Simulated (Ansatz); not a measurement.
## CdF2 (Fm-3m): spin-orbit coupling beyond the local functionals

Wanted: gaps of CdF2 (Fm-3m) with and without spin-orbit coupling, with cost.

Calculated with Ansatz 0.2.0; density functionals with and without spin-orbit coupling, plane waves, PAW.

## (1) Set-up

Symmetry: Fm-3m, No. 225, cubic system. The conventional cell has a = 5.388 Å, b = 5.388 Å, c = 5.388 Å, α = 90.00°, β = 90.00°, γ = 90.00°. Nearest to Cd lie 8 F at 2.33 Å. Nearest to F lie 4 Cd at 2.33 Å. Farther neighbours and most contacts between anions are not listed.

The cell and positions come from the Crystallography Open Database and are kept as given unless a step says otherwise.

## (2) HSE06, 4×4×4 mesh

This step: DFT, HSE06, plane waves, PAW; PAW set soft_1.

Contents of input.yaml:

```yaml
crystal:
  lattice:
    - [0.0, 2.694, 2.694]
    - [2.694, 0.0, 2.694]
    - [2.694, 2.694, 0.0]
  atoms:
    - { symbol: Cd, position: [0.0, 0.0, 0.0] }
    - { symbol: F, position: [0.25, 0.25, 0.25] }
    - { symbol: F, position: [0.75, 0.75, 0.75] }
kpoints:
  mp_grid: { grid: [4, 4, 4] }
  band_path:
    path:
      - [0.0, 0.0, 0.0]
      - [0.5, 0.0, 0.5]
      - [0.625, 0.25, 0.625]
      - [0.375, 0.375, 0.75]
      - [0.5, 0.5, 0.5]
      - [0.5, 0.25, 0.75]
    npoints: 1
hamiltonian:
  xc: hse06
  pseudopotentials: { kind: paw, azcp: { folder: soft_1 } }
scf:
  occupations: { method: fixed }
  n_extra_bands: 5
output:
  eigenvalues: true
```

Run with:

```bash
ansatz run input.yaml --threads 24 --pin off --max-ram 82944MiB --backend cuda --events-out ev --progress --plain --runs-dir out --devices 1 --max-vram 78GiB
```

Numbers of over 12 decimals in the logs are rounded to 6 here.

The program printed:

```text
scf.n_extra_bands = 5 over 17 filled bands (N_el = 34.0): the run solves 22 bands
GPUs: using 1 of 1 available (devices: 1).
Engine: ansatz 0.2.0, aarch64-unknown-linux-gnu
Pseudopotentials: kind: paw
Pseudopotential: Cd, paw, valence charge 20, recommended cutoff 420 eV (normal), soft_1/Cd.paw.azcp
Pseudopotential: F, paw, valence charge 7, recommended cutoff 420 eV (normal), soft_1/F.paw.azcp
Functional definition: HSE06
  parameter a = 0.25
  parameter omega = 0.11/bohr
  exchange = pbe_x - a*pbe_x_sr(omega) + a*exact_x_sr(omega)
  correlation = pbe_c
davidson cushion auto → on  (no smearing: the cushion is to keep the highest requested band from converging to the state above it; pin scf.eigensolver.cushion to override)
device memory: the entry about to start is reckoned to put 2.0 GiB on a device that reports 163.6 GiB free (of which the cap on the GPU budget leaves the run 78.0 GiB)
GPU FFT provider: cuFFT
GPU libraries: cuBLAS 13.8.1, cuFFT 12.4.0, cuSOLVER 12.3.2
GPU matrix products: emulated (plane waves: as basis.precision tells), large ones in fixed point in workspaces of 1.00 GiB
Crystal: 3 atoms, lattice volume = 39.104 Å³
Basis set: ecut = 420 eV, 749 PW (Γ)
Bands: 22, of which v1, the nominal top of the filled ones, is band 17 counted from 1 (16 counted from 0)
Symmetry: 48 space group operations
Space group: Fm-3m (ITA 225), of the structure as read, at distance tolerance 3.4e-5 Å
k-points: 8 of 64
Non-local potential: Cd, projectors of the file, l = 0: 3, l = 1: 2, l = 2: 2, l = 3: 1
Non-local potential: F, projectors of the file, l = 0: 2, l = 1: 2, l = 2: 1
PAW form: soft (Blöchl's): semilocal exchange-correlation on the pseudo side does not see the compensation charge
PAW frozen core: Cd, regenerated for the run's functional, and the local potential with it (the file was generated under x = pbe(κ = 0.804, μ = 0.219515), c = pbe(β = 0.066725))
PAW frozen core: F, regenerated for the run's functional, and the local potential with it (the file was generated under x = pbe(κ = 0.804, μ = 0.219515), c = pbe(β = 0.066725))
PAW one-centre angular grid: Cd, 590 points (default); XC on 64 Gauss nodes
PAW one-centre angular grid: F, 110 points (default); XC on 64 Gauss nodes
Initial density: superposition of atomic densities (chi_scale 0.1, normalization cell, long waves kept (reshape's long-wave potential 0.00 eV rms))
Initial wavefunctions: pseudopotential atomic-orbital guess
GPU buffer pool allocated for 19683 grid points (all kernels)
GPU transforms: local potential and band sums: pruned to the plane-wave sphere, on 25×25×25
[...]
Frozen-core exchange: fock
SCF iter   1: F=—  HF=-9875.652480 eV  |F-HF|=—  |Δ(HF+E_count)|=         —  Δρ=7.67e-5  dr2=8.14e-7  ethr=5.95e-7  ⟨swp⟩=3.0  Hψ=422  notcnv=0
preconditioner: auto → none  [insulator: Δε(μ)=5.204 eV  Ē_g=20.379 eV  n_scr=14 (ndim 8)  ℏωp=30.3 eV  f_vac=0.144]
SCF iter   2: F=—  HF=-9875.652480 eV  |F-HF|=—  |Δ(HF+E_count)|=   1.09e-7  Δρ=3.51e-5  dr2=2.04e-7  ethr=1.92e-9  ⟨swp⟩=4.0  Hψ=572  notcnv=0
SCF iter   3: F=—  HF=-9875.652480 eV  |F-HF|=—  |Δ(HF+E_count)|=   9.05e-8  Δρ=2.67e-5  dr2=1.60e-7  ethr=5.40e-10  ⟨swp⟩=3.0  Hψ=524  notcnv=0
SCF iter   4: F=-9875.652480 eV  HF=-9875.652480 eV  |F-HF|=2.54e-8  |Δ(HF+E_count)|=   4.23e-8  Δρ=1.16e-5  dr2=4.22e-8  ethr=4.09e-10  ⟨swp⟩=2.0  Hψ=392  notcnv=0
SCF 3 converged in 4 iterations: F = -9875.652480 eV  dr2 = 4.22e-8
hybrid outer 2: dexx = +3.500e-7 eV, tail = 1.15e-7 eV, Δε = 4.10e-3 eV (about 2.65e-4 eV left of the loop's levels)
device memory: the entry about to start is reckoned to put 0.3 GiB on a device that reports 163.4 GiB free (of which the cap on the GPU budget leaves the run 78.0 GiB)
NSCF: frozen V_eff on 6 k-points
hybrid SCF converged: 2 outer / 10 inner (+5 warm-up), last move |dexx| = 3.50e-7 eV, tail = 1.15e-7 eV
Stability not checked: this state was not tested for a lower state beside it, because the functional holds exact exchange (a hybrid, or Hartree-Fock), whose exchange loop this test does not read (fock_operator; see scf.lower_state_search)
Free energy (F): -9875.652480 eV
Frozen-core exchange: fock
Harris-Foulkes:  -9875.652480 eV  (|F-HF|=2.54e-8)
Internal energy: -9875.652480 eV  (E = F + TS)
E sigma→0 (E₀):  -9875.652480 eV
Fermi energy:    4.882049 eV
--- Per-component energies (eV) ---
  E_band       = -571.079787
  E_kinetic    = 840.234029
  E_local      = -4271.641415  (includes V_loc(G=0)·N_el)
  E_nonlocal   = 295.677562
  E_hartree    = 1882.287655
  E_xc         = -247.451292
  E_vxc        = -311.018354  (∫ρ·V_xc dr)
  E_exx        = -141.947189  (= α·E_x^exact, valence–valence)
  E_paw        = -4438.294799  (= ΣΔE_a)
  E_vpaw       = -605.023718  (= ΣTr[D̂ρ^β])
  E_aug_tail   = 0.002009  (compensation charges beyond the density's cutoff)
  E_ewald      = -3793.856633
  E_core_change = -0.662407  (= ΣΔE_core)
  E_smearing   = -0.000000  (= −TS)
  E_closure    = -0.000000  (closes the sum)
  Σ components = -9875.652480   (vs F -9875.652480, Δ=0.00e0)
--- Band table (eV; the first three rows and the last of 8) ---
  k-point 0: bands = [... 13 lower, 3.8630, 4.3002, 4.3002, 4.3002, 10.0855, 19.8586, 19.8586, 19.8586, ... 1 higher]
  k-point 1: bands = [... 13 lower, 3.4391, 3.7231, 4.3704, 4.3704, 11.9597, 17.9195, 20.7696, 20.7696, ... 1 higher]
  k-point 2: bands = [... 13 lower, 2.9465, 2.9465, 4.4310, 4.4310, 14.4132, 16.1297, 21.8955, 21.8955, ... 1 higher]
  k-point 7: bands = [... 13 lower, 3.2795, 3.2795, 4.2425, 4.8820, 15.4202, 18.4376, 18.9227, 18.9227, ... 1 higher]
```

The job ended after 2.8 s (1 × NVIDIA GB200 (shared by 2 runs) with 24 threads of Arm Neoverse V2, shared host; peak memory 1.1 GiB).

Reading the cycles: dr2 is the Hartree energy of the density residual (eV), the measure of convergence; HF is the Harris–Foulkes estimate of the energy, which meets the free energy F at convergence.

This step gave:

| Item | Value |
| --- | --- |
| gap | 5.203 eV |
| valence top at | W |
| conduction bottom at | Γ |
| least direct gap | 5.785 eV |
| exact-exchange fraction | 0.25 |

The gap is indirect, with the least direct gap 0.58 eV higher.

## (3) HSE06+SOC, 4×4×4 mesh

Spin-orbit coupling can split or shift the edges; a non-collinear run measures by how much.

This step: DFT, HSE06 with spin-orbit coupling, plane waves, PAW; PAW set soft_1.

input.yaml, as its differences from that of step 2:

```diff
@@ -22,6 +22,9 @@
   xc: hse06
-  pseudopotentials: { kind: paw, azcp: { folder: soft_1 } }
+  pseudopotentials: { kind: paw_fr, azcp: { folder: soft_1 } }
 scf:
   occupations: { method: fixed }
-  n_extra_bands: 5
+  n_extra_bands: 10
+magnetization:
+  noncollinear: true
+  spin_orbit: true
 output:
```

The program printed:

```text
[...]
GPUs: using 1 of 1 available (devices: 1).
[...]
non-collinear run that drives no moment, with spin-orbit: no starting moment large enough to seed its density (crystal.atoms[].spin), no starting occupations that ask for one, no magnetisation constraint and no magnetic field, so the semilocal B_xc is pinned to zero
[...]
Crystal: 3 atoms, lattice volume = 39.104 Å³
Basis set: ecut = 420 eV, 749 PW (Γ)
Bands: 44, of which v1, the nominal top of the filled ones, is band 34 counted from 1 (33 counted from 0)
Symmetry: 48 space group operations + 48 with time reversal
[...]
k-points: 8 of 64
Projection manifold: j_resolved (fully-relativistic pseudo-atomic orbitals)
[...]
SCF iter   1: F=—  HF=-9880.027520 eV  |F-HF|=—  |Δ(HF+E_count)|=         —  Δρ=2.13e-1  dr2=1.54e1  dr2_m=0.00e0 (ungated)  ethr=1.00e-1  |M|=0.00e0 ∫|m|=0.00e0 μB  |m|>n=0.0e0 m-floor=0.0e0 τ_xc=0.0e0  β_m=0.30  ⟨swp⟩=4.8  Hψ=1264  notcnv=0
[...]
SCF iter   5: F=-9874.898020 eV  HF=-9874.897973 eV  |F-HF|=4.71e-5  |Δ(HF+E_count)|=   6.80e-3  Δρ=9.02e-4  dr2=2.34e-4  dr2_m=0.00e0 (ungated)  ethr=3.66e-5  |M|=0.00e0 ∫|m|=0.00e0 μB  |m|>n=0.0e0 m-floor=0.0e0 τ_xc=0.0e0  ⟨swp⟩=3.1  Hψ=1040  notcnv=0
SCF 1 stopped early in 5 iterations: F = -9874.898020 eV  dr2 = 2.34e-4
[...]
Projection manifold: j_resolved (fully-relativistic pseudo-atomic orbitals)
[...]
Frozen-core exchange: fock
SCF iter   1: F=—  HF=-9874.765460 eV  |F-HF|=—  |Δ(HF+E_count)|=         —  Δρ=1.27e-2  dr2=6.31e-2  dr2_m=0.00e0 (ungated)  ethr=6.88e-6  |M|=0.00e0 ∫|m|=0.00e0 μB  |m|>n=0.0e0 m-floor=0.0e0 τ_xc=0.0e0  β_m=0.30  ⟨swp⟩=4.8  Hψ=1435  notcnv=0
[...]
SCF iter   2: F=—  HF=-9874.749674 eV  |F-HF|=—  |Δ(HF+E_count)|=   1.58e-2  Δρ=6.17e-3  dr2=9.14e-3  dr2_m=0.00e0 (ungated)  ethr=6.88e-6  |M|=0.00e0 ∫|m|=0.00e0 μB  |m|>n=0.0e0 m-floor=0.0e0 τ_xc=0.0e0  β_m=0.65  ⟨swp⟩=4.0  Hψ=1223  notcnv=0
[...]
SCF iter   4: F=-9874.759001 eV  HF=-9874.759000 eV  |F-HF|=5.95e-7  |Δ(HF+E_count)|=   5.20e-4  Δρ=9.63e-5  dr2=6.87e-6  dr2_m=0.00e0 (ungated)  ethr=4.21e-6  |M|=0.00e0 ∫|m|=0.00e0 μB  |m|>n=0.0e0 m-floor=0.0e0 τ_xc=0.0e0  ⟨swp⟩=3.0  Hψ=877  notcnv=0
SCF 2 stopped early in 4 iterations: F = -9874.759001 eV  dr2 = 6.87e-6
[...]
hybrid outer 1: dexx = +1.369e-2 eV, tail = 5.45e-5 eV
[...]
Projection manifold: j_resolved (fully-relativistic pseudo-atomic orbitals)
[...]
Frozen-core exchange: fock
SCF iter   1: F=—  HF=-9874.759318 eV  |F-HF|=—  |Δ(HF+E_count)|=         —  Δρ=1.44e-4  dr2=2.23e-6  dr2_m=0.00e0 (ungated)  ethr=8.01e-7  |M|=0.00e0 ∫|m|=0.00e0 μB  |m|>n=0.0e0 m-floor=0.0e0 τ_xc=0.0e0  β_m=0.30  ⟨swp⟩=2.6  Hψ=797  notcnv=0
[...]
SCF iter   2: F=—  HF=-9874.759318 eV  |F-HF|=—  |Δ(HF+E_count)|=   7.79e-8  Δρ=5.20e-5  dr2=1.13e-6  dr2_m=0.00e0 (ungated)  ethr=6.12e-9  |M|=0.00e0 ∫|m|=0.00e0 μB  |m|>n=0.0e0 m-floor=0.0e0 τ_xc=0.0e0  β_m=0.57  ⟨swp⟩=3.4  Hψ=1028  notcnv=0
[...]
SCF iter   3: F=-9874.759318 eV  HF=-9874.759318 eV  |F-HF|=7.09e-9  |Δ(HF+E_count)|=   8.09e-8  Δρ=1.66e-5  dr2=9.63e-8  dr2_m=0.00e0 (ungated)  ethr=1.22e-10  |M|=0.00e0 ∫|m|=0.00e0 μB  |m|>n=0.0e0 m-floor=0.0e0 τ_xc=0.0e0  ⟨swp⟩=2.5  Hψ=1694  notcnv=0
SCF 3 converged in 3 iterations: F = -9874.759318 eV  dr2 = 9.63e-8
[...]
NSCF: frozen V_eff on 6 k-points
[...]
Magnetization: |M| = 0.0000 μB,  M = (+0.0000, +0.0000, +0.0000) μB
Absolute magnetization: 0.0000 μB (∫|m|)
  site 0: m = (+0.0000, +0.0000, +0.0000) μB, |m| = 0.0000 μB  (R = 0.96 Å)
  site 1: m = (+0.0000, +0.0000, +0.0000) μB, |m| = 0.0000 μB  (R = 0.96 Å)
  site 2: m = (+0.0000, +0.0000, +0.0000) μB, |m| = 0.0000 μB  (R = 0.96 Å)
Free energy (F): -9874.759319 eV
Frozen-core exchange: fock
[...]
Internal energy: -9874.759319 eV  (E = F + TS)
E sigma→0 (E₀):  -9874.759319 eV
Fermi energy:    4.888218 eV
[...]
--- Band table (eV; the first three rows and the last of 8) ---
  k-point 0: bands = [... 30 lower, 4.2773, 4.2773, 4.3836, 4.3836, 10.0864, 10.0864, 19.4701, 19.4701, ... 6 higher]
  k-point 1: bands = [... 30 lower, 4.3338, 4.3338, 4.4287, 4.4287, 11.9601, 11.9601, 17.9032, 17.9032, ... 6 higher]
  k-point 2: bands = [... 30 lower, 4.3830, 4.3830, 4.4979, 4.4979, 14.4143, 14.4143, 16.1231, 16.1231, ... 6 higher]
  k-point 7: bands = [... 30 lower, 4.2439, 4.2439, 4.8882, 4.8882, 15.4215, 15.4215, 18.4305, 18.4305, ... 6 higher]
```

Run time: 5.9 s. Hardware: 1 × NVIDIA GB200 (shared by 2 runs) with 24 threads; peak memory 1.5 GiB.

This step gave:

```
gap                     : 5.198 eV
valence top at          : W
conduction bottom at    : Γ
least direct gap        : 5.703 eV
exact-exchange fraction : 0.25
```

The gap stands −0.01 eV against HSE06.

## (4) Together

Times are wall times on 1 × NVIDIA GB200 (shared by 2 runs) with 24 threads of Arm Neoverse V2, shared host, good to a factor of about two.

| level | gap (eV) | with coupling (eV) | change (eV) | time | with coupling |
| --- | --- | --- | --- | --- | --- |
| HSE06 | 5.20 | 5.20 | −0.01 | 2.8 s | 5.9 s |

## (5) Summary of results

| Quantity | Value |
| --- | --- |
| HSE06 | 5.20 eV |
| HSE06+SOC | 5.20 eV |

In words: Spin-orbit coupling changes the gap by −0.01 eV and the least direct gap by −0.08 eV.

[Paths, hosts, dates, memory and timing lines, banners, echoed tables and standing remarks are left out of the program output.]

[Logs are printed without paths, hosts, clocks, repeated set-up lines and the standing remarks that a program may print on its own settings, such as how far it seeks lower states.]

[Runs of the session that timed out or met a known fault of the program may be left out.]

[Cells called generated may have been cut or substituted from an entry of the Crystallography Open Database or the Materials Project.]

[Hosts, paths, dates, database ids (printed as entryN), source tags and the programs' standing remarks are cut or masked in the printed files.]
